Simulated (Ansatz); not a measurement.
# A hypothetical structure for Mg2MnCu4Sn, part 2 of 2

This structure for Mg2MnCu4Sn is made up. Its elements were placed in a known structure type with a cell scaled to their sizes. What cell does the guess relax to, and how far off was it?

Ansatz 0.2.0; DFT, PBE, plane-wave PAW, files of the set soft_1, scalar-relativistic, ferromagnetic start, cell and ions relaxed at zero pressure; PAW set soft_1 (the session's first sound run).

So far: Starting point; Relaxing cell and atoms. The relaxed cell has a, b, c = 4.451, 5.708, 9.815 Å (conventional setting).

### 3. Bands of the relaxed cell

A second self-consistent run takes a narrower smearing and the mesh shown in its input; the bands follow along the standard path of the relaxed lattice.

This step: DFT, PBE, plane-wave PAW, files of the set soft_1, scalar-relativistic, ferromagnetic start, bands and density of states at the relaxed cell; PAW set soft_1 (Ansatz 0.2.0).

File input.yaml:

```yaml
crystal:
  lattice:
    - [4.4513154072, 0.0, 0.0]
    - [0.0, 2.8540554749, 4.9075329586]
    - [0.0, -2.8540554749, 4.9075329586]
  atoms:
    - { symbol: Sn, position: [0.5, 0.677669294, 0.677669294] }
    - { symbol: Cu, position: [0.5, 0.1827567829, 0.1827567829] }
    - { symbol: Cu, position: [0.5, 0.6508887795, 0.172925423] }
    - { symbol: Cu, position: [0.5, 0.172925423, 0.6508887795] }
    - { symbol: Cu, position: [0.0, 0.3328431191, 0.3328431191] }
    - { symbol: Mn, position: [0.0, 0.8329615538, 0.8329615538], spin: 3.4 }
    - { symbol: Mg, position: [0.0, 0.8347266701, 0.3150283777] }
    - { symbol: Mg, position: [0.0, 0.3150283777, 0.8347266701] }
magnetization:
  spin_polarized: true
kpoints:
  mp_grid: { grid: [8, 6, 6] }
  band_path:
    path:
      - [[0.0, 0.0, 0.0], [0.0, 0.33455482, -0.33455482], [0.0, 0.0, -0.5], [-0.5, 0.0, -0.5], [-0.5, 0.33455482, -0.33455482], [-0.5, 0.0, 0.0], [0.0, 0.0, 0.0], [0.0, -0.5, -0.5], [0.0, -0.33455482, -0.66544518], [-0.5, -0.33455482, -0.66544518], [-0.5, -0.5, -0.5], [0.0, -0.5, -0.5]]
      - [[-0.5, 0.0, 0.0], [-0.5, -0.5, -0.5]]
    npoints: 6
scf:
  occupations: { method: fermi_dirac, width: 0.03 }
  n_extra_bands: 14
hamiltonian:
  xc: pbe
  pseudopotentials: { kind: paw, azcp: { folder: soft_1 } }
output:
  forces: true
  stress: true
  write_bands: true
  dos: { projected: true }
  write_density: true
  write_potential: true
  elf: true
  volumetric_format: npy
```

Started as:

```console
$ ansatz run input.yaml --threads 4 --pin off --max-ram 10240MiB --backend cpu --events-out ev --progress --plain --runs-dir out
```

Numbers of over 12 decimals in the logs are rounded to 6 here.

The log of the run:

```text
Warning: the band count 77 (scf.n_extra_bands) hosts the net moment |M| = 3.4000 μB (N_el = 125) but caps the reachable moment at 2·n_bands − N_el = 29.0000 μB, below the 78 bands that the automatic rule leaves for it — a moment growing past the seed, or the majority channel's smearing tail, pins there with fewer empty majority states than that count leaves; raise or omit scf.n_extra_bands unless the cap is intended
[...]
Crystal: 8 atoms, lattice volume = 124.694 Å³
Basis set: ecut = 420 eV, 2427 PW (Γ), exchange–correlation on 60×80×80 points (8 copies of the dense FFT grid, shifted against one another)
Bands: 77, of which v1, the nominal top of the filled ones, is band 63 counted from 1 (62 counted from 0)
Symmetry: 4 space group operations
[...]
k-points: 65 of 288 (time reversal used)
[...]
Starting moments: Σ|m| = 3.4 μB on 1 of 8 sites
[...]
SCF iter   1: F=—  HF=-40280.036994 eV  |F-HF|=—  |Δ(HF+E_count)|=         —  Δρ=1.87e-1 (↑1.68e-1 ↓1.87e-1)  dr2=1.19e2  dr2_m=3.36e-1  M=2.976 μB ∫|m|=3.464 μB  β_m=0.30  ethr=3.10e-3  ⟨swp⟩=6.1  Hψ=37325  notcnv=0  defer=21
[...]
SCF iter  18: F=-40270.599100 eV  HF=-40270.599100 eV  |F-HF|=8.34e-8  |Δ(HF+E_count)|=   7.07e-9  Δρ=4.86e-6 (↑4.71e-6 ↓4.86e-6)  dr2=8.33e-8  dr2_m=2.99e-10  M=3.405 μB ∫|m|=4.063 μB  ethr=5.40e-11  ⟨swp⟩=12.5  Hψ=68380  notcnv=0
SCF 1 converged in 18 iterations: F = -40270.599100 eV  dr2 = 8.33e-8
[...]
NSCF: frozen V_eff on 74 k-points
SCF converged after 18 iterations
Magnetization: 3.4048 μB (64.2024 up, 60.7976 down)
Absolute magnetization: 4.0781 μB (∫|ρ↑−ρ↓|, with the PAW one-centre terms)
[...]
Per-site moments (μB) at R_I (Å): [(-0.031442, 1.112737), (0.00447487, 1.085073), (0.011993, 1.085073), (0.011993, 1.085073), (0.0085085, 1.100965), (3.397540, 1.112737), (-0.022840, 1.130916), (-0.022840, 1.130916)]
Free energy (F): -40270.599100 eV
[...]
Internal energy: -40270.587313 eV  (E = F + TS)
E sigma→0 (E₀):  -40270.593207 eV
Entropy (-TS):   -0.011787 eV (-1.473 meV/atom)
Fermi energy:    12.474063 eV
[...]
--- Forces (eV/Å), atoms counted from 1 ---
  atom   1  Sn    -0.00000000     0.00000000    -0.00099771
  atom   2  Cu     0.00000000    -0.00000000    -0.00092435
  atom   3  Cu    -0.00000000     0.00356682    -0.00851212
  atom   4  Cu    -0.00000000    -0.00356682    -0.00851212
  atom   5  Cu     0.00000000    -0.00000000    -0.00155499
  atom   6  Mn    -0.00000000     0.00000000     0.01371688
  atom   7  Mg    -0.00000000    -0.00837479     0.00339122
  atom   8  Mg    -0.00000000     0.00837479     0.00339122
  max |Σ_I F_I| component: 1.96e-6 eV/Å
--- Stress (GPa, compression-positive) ---
       -0.056049       0.000000       0.000000
        0.000000       0.121777      -0.000000
        0.000000      -0.000000      -0.076057
  P = ⅓ Tr σ = -0.0034 GPa (-0.034 kbar)
--- Band table (eV; the first three rows and the last of 130) ---
  k-point 0 ↑: bands = [... 59 lower, 10.7507, 10.8537, 10.8625, 10.9412, 11.8911, 12.2438, 12.2750, 13.9441, ... 10 higher]
  k-point 1 ↑: bands = [... 59 lower, 10.5836, 10.8128, 11.0686, 11.3573, 11.9480, 12.4902, 13.5645, 14.0377, ... 10 higher]
  k-point 2 ↑: bands = [... 59 lower, 10.4757, 10.6691, 10.9524, 12.0606, 13.1392, 13.4773, 14.2011, 14.4795, ... 10 higher]
  k-point 64 ↓: bands = [... 59 lower, 11.2266, 11.7428, 13.0252, 13.0738, 13.1941, 13.8187, 14.2350, 15.8661, ... 10 higher]
```

Elapsed: 2.1 min, on 4 threads of Arm Neoverse V1, shared host; peak memory 1.1 GiB; 8.2 min of CPU time.

In the SCF lines HF is the Harris–Foulkes energy and dr2 the Hartree energy of the density residual, in eV; the loop may stop once dr2 is under the threshold and the program's other checks hold. Hψ counts applications of the Hamiltonian.

Numbers from this step:

```
free energy             : -40270.5991 eV
energy at zero smearing : -40270.5932 eV
smearing term TS        : 0.01179 eV
magnetization           : 3.405 μB
absolute magnetization  : 4.078 μB
site moments            : -0.03144, 0.004475, 0.01199, 0.01199, 0.008508, 3.398, -0.02284, -0.02284 μB
pressure                : -0.003443 GPa
```

From bands.tsv, the bands that come nearest the Fermi level along the path, at its corners, in eV from the Fermi level:

```tsv
point	band_61_up	band_62_up	band_64_up	band_65_up	band_59_dn	band_60_dn	band_61_dn	band_62_dn
Γ	-1.61	-1.53	-0.23	-0.20	-0.59	-0.44	0.00	0.08
X	0.16	0.37	0.67	1.48	-0.27	0.03	0.87	1.28
S	-1.52	0.15	1.37	1.73	-0.07	0.02	0.67	1.07
R	-1.75	-1.09	-0.76	-0.35	-1.14	-1.01	0.40	0.79
A	-1.71	-1.65	1.28	1.52	-0.25	0.21	0.46	0.51
Z	-1.38	-1.01	-0.32	-0.11	-0.57	-0.45	-0.26	0.22
Γ	-1.61	-1.53	-0.23	-0.20	-0.59	-0.44	0.00	0.08
Y	-1.10	0.02	1.36	2.03	0.33	0.67	0.76	0.97
X1	0.16	0.37	0.67	1.48	-0.27	0.03	0.87	1.28
A1	-1.71	-1.65	1.28	1.52	-0.25	0.21	0.46	0.51
T	-1.70	-1.67	-0.68	-0.15	-1.25	-0.73	0.55	0.60
Y	-1.10	0.02	1.36	2.03	0.33	0.67	0.76	0.97
Z	-1.38	-1.01	-0.32	-0.11	-0.57	-0.45	-0.26	0.22
T	-1.70	-1.67	-0.68	-0.15	-1.25	-0.73	0.55	0.60
```

Spin density in the bc plane of the conventional cell at fractional x = 0.000, with atoms of Cu and Mn and Mg within 0.2 Å of it.

Ten even steps from '_' (0.0 e/Å³) to '@' (5.4 e/Å³), each cell a mean:
```
________________________________
________________________________
::..__________________________::
@@--________________________..##
##::________________________..++
..______________________________
________________________________
________________________________
________________________________
________________________________
________________________________
________________________________
________________________________
________________________________
______________::::..____________
____________..##@@--____________
____________..++##::____________
________________..______________
________________________________
________________________________
________________________________
________________________________
________________________________
________________________________
```
Columns run along b (5.7 Å), rows up along c (9.8 Å), edges of the conventional cell, whose origin can differ from the input's. Atoms in or near the plane, at fractional coordinates: Cu at (0.00, 0.33), Cu at (0.50, 0.83), Mn at (0.50, 0.33), Mn at (0.00, 0.83), Mg at (0.76, 0.07), Mg at (0.26, 0.57), Mg at (0.24, 0.07), Mg at (0.74, 0.57).

ELF of down spins in the bc plane of the conventional cell at fractional x = 0.000, with atoms of Cu and Mn and Mg within 0.2 Å of it. It is the smooth field of the valence electrons, not physical close to the nuclei.

Ten even steps from '_' (0.08) to '@' (0.79), each cell a mean:
```
----::::::::--::::----::::::----
..__--****==::......--++**==..__
**--..==++::..........--++::::++
@@##::::--....++##::..::--..++@@
@@##....--....--++....::::__==%%
--..__..--::........::--::____--
......::----::::..::----::......
++==::____..--====--::____..--++
++--__..::..__==++::__..::__..++
--__..::..--__::==__::::::::__::
::__..::..--__::++__::::::::__..
::..__..::..__==++::__..::____::
::----::::::--------::::::::--::
....--++**==..__..__--****==::..
......--++::::++**--..==++::....
##::..::--..++@@@@##::::--....++
++....::::__==%%@@##....--....--
....::--::____----..__..--::....
..::----::............::----::::
==--::____..--++++==::____..--==
++::__..::__..++++--__..::..__==
==__::::::::__::--__..::..--__::
++__::::::::__..::__..::..--__::
++::__..::____::::..__..::..__==
```
Columns run along b (5.7 Å), rows up along c (9.8 Å), edges of the conventional cell, whose origin can differ from the input's. Atoms in or near the plane, at fractional coordinates: Cu at (0.00, 0.33), Cu at (0.50, 0.83), Mn at (0.50, 0.33), Mn at (0.00, 0.83), Mg at (0.76, 0.07), Mg at (0.26, 0.57), Mg at (0.24, 0.07), Mg at (0.74, 0.57).

ELF in the bc plane of the conventional cell at fractional x = 0.000, with atoms of Cu and Mn and Mg within 0.2 Å of it. It is the smooth field of the valence electrons, not physical close to the nuclei.

Values, 24 rows by 16 columns, each cell a mean:
```
0.35 0.34 0.27 0.21 0.20 0.23 0.29 0.29 0.29 0.30 0.27 0.21 0.20 0.23 0.31 0.35
0.24 0.23 0.28 0.41 0.44 0.34 0.23 0.20 0.19 0.21 0.28 0.40 0.44 0.34 0.24 0.23
0.50 0.37 0.22 0.30 0.36 0.23 0.16 0.19 0.21 0.17 0.18 0.30 0.36 0.23 0.28 0.46
0.74 0.55 0.28 0.22 0.28 0.19 0.16 0.44 0.62 0.23 0.16 0.24 0.27 0.20 0.42 0.68
0.68 0.51 0.25 0.20 0.27 0.19 0.16 0.33 0.46 0.20 0.17 0.24 0.25 0.19 0.38 0.62
0.36 0.27 0.18 0.23 0.29 0.24 0.18 0.16 0.16 0.17 0.20 0.28 0.27 0.19 0.21 0.33
0.22 0.23 0.24 0.27 0.29 0.30 0.26 0.23 0.22 0.24 0.29 0.30 0.28 0.25 0.23 0.22
0.41 0.37 0.23 0.13 0.11 0.16 0.29 0.39 0.41 0.35 0.21 0.12 0.11 0.17 0.31 0.40
0.45 0.28 0.11 0.19 0.23 0.17 0.12 0.37 0.47 0.22 0.12 0.22 0.22 0.13 0.16 0.40
0.33 0.13 0.18 0.28 0.21 0.30 0.13 0.25 0.40 0.11 0.25 0.25 0.23 0.27 0.09 0.25
0.25 0.10 0.17 0.28 0.21 0.29 0.13 0.26 0.41 0.12 0.24 0.25 0.23 0.27 0.08 0.19
0.29 0.19 0.10 0.20 0.23 0.17 0.14 0.39 0.48 0.23 0.13 0.21 0.23 0.13 0.12 0.26
0.29 0.30 0.27 0.21 0.20 0.23 0.31 0.35 0.35 0.34 0.27 0.21 0.20 0.23 0.29 0.29
0.19 0.21 0.28 0.40 0.44 0.34 0.24 0.23 0.24 0.23 0.28 0.41 0.44 0.34 0.23 0.20
0.21 0.17 0.18 0.30 0.36 0.23 0.28 0.46 0.50 0.37 0.22 0.30 0.36 0.23 0.16 0.19
0.62 0.23 0.16 0.24 0.27 0.20 0.42 0.68 0.74 0.55 0.28 0.22 0.28 0.19 0.16 0.44
0.46 0.20 0.17 0.24 0.25 0.19 0.38 0.62 0.68 0.51 0.25 0.20 0.27 0.19 0.16 0.33
0.16 0.17 0.20 0.28 0.27 0.19 0.21 0.33 0.36 0.27 0.18 0.23 0.29 0.24 0.18 0.16
0.22 0.24 0.29 0.30 0.28 0.25 0.23 0.22 0.22 0.23 0.24 0.27 0.29 0.30 0.26 0.23
0.41 0.35 0.21 0.12 0.11 0.17 0.31 0.40 0.41 0.37 0.23 0.13 0.11 0.16 0.29 0.39
0.47 0.22 0.12 0.22 0.22 0.13 0.16 0.40 0.45 0.28 0.11 0.19 0.23 0.17 0.12 0.37
0.40 0.11 0.25 0.25 0.23 0.27 0.09 0.25 0.33 0.13 0.18 0.28 0.21 0.30 0.13 0.25
0.41 0.12 0.24 0.25 0.23 0.27 0.08 0.19 0.25 0.10 0.17 0.28 0.21 0.29 0.13 0.26
0.48 0.23 0.13 0.21 0.23 0.13 0.12 0.26 0.29 0.19 0.10 0.20 0.23 0.17 0.14 0.39
```
Columns run along b (5.7 Å), rows up along c (9.8 Å), edges of the conventional cell, whose origin can differ from the input's. Atoms in or near the plane, at fractional coordinates: Cu at (0.00, 0.33), Cu at (0.50, 0.83), Mn at (0.50, 0.33), Mn at (0.00, 0.83), Mg at (0.76, 0.07), Mg at (0.26, 0.57), Mg at (0.24, 0.07), Mg at (0.74, 0.57).

### 4. Summary of results

* space group, relaxed: Amm2
* conventional cell: a = 4.451, b = 5.708, c = 9.815 Å; α = 90.0°, β = 90.0°, γ = 90.0°
* volume per atom: 15.59 Å³ (guess 15.32)
* total moment: 3.40 μB in the cell of 8 atoms

Mg2MnCu4Sn relaxes to Amm2 with a = 4.451, b = 5.708 and c = 9.815 Å. The guessed volume was 2 % too small. The space group Amm2 was held in the relaxation, so the end point is a stationary structure within it and may be a saddle against distortions or other arrangements. The input starts from parallel moments, and no other start was typed. Bands cross the Fermi level, so it is a metal or semimetal at this level. On the 8×6×6 mesh with the narrower smearing (relaxed on 6×6×6) the largest force component is 0.014 eV/Å and the largest stress component is 0.122 GPa, against the relaxation's thresholds of 0.015 eV/Å and 0.05 GPa. The cutoff wasn't tested. No dispersion term is used, so weakly bound directions may come out too long. Nothing here tests whether the compound is stable against decomposition.

[Logs are printed without paths, hosts, clocks, repeated set-up lines and the standing remarks that a program may print on its own settings, such as how far it seeks lower states.]

[Hosts, paths, dates, database ids (printed as entryN), source tags and the programs' standing remarks are cut or masked in the printed files.]
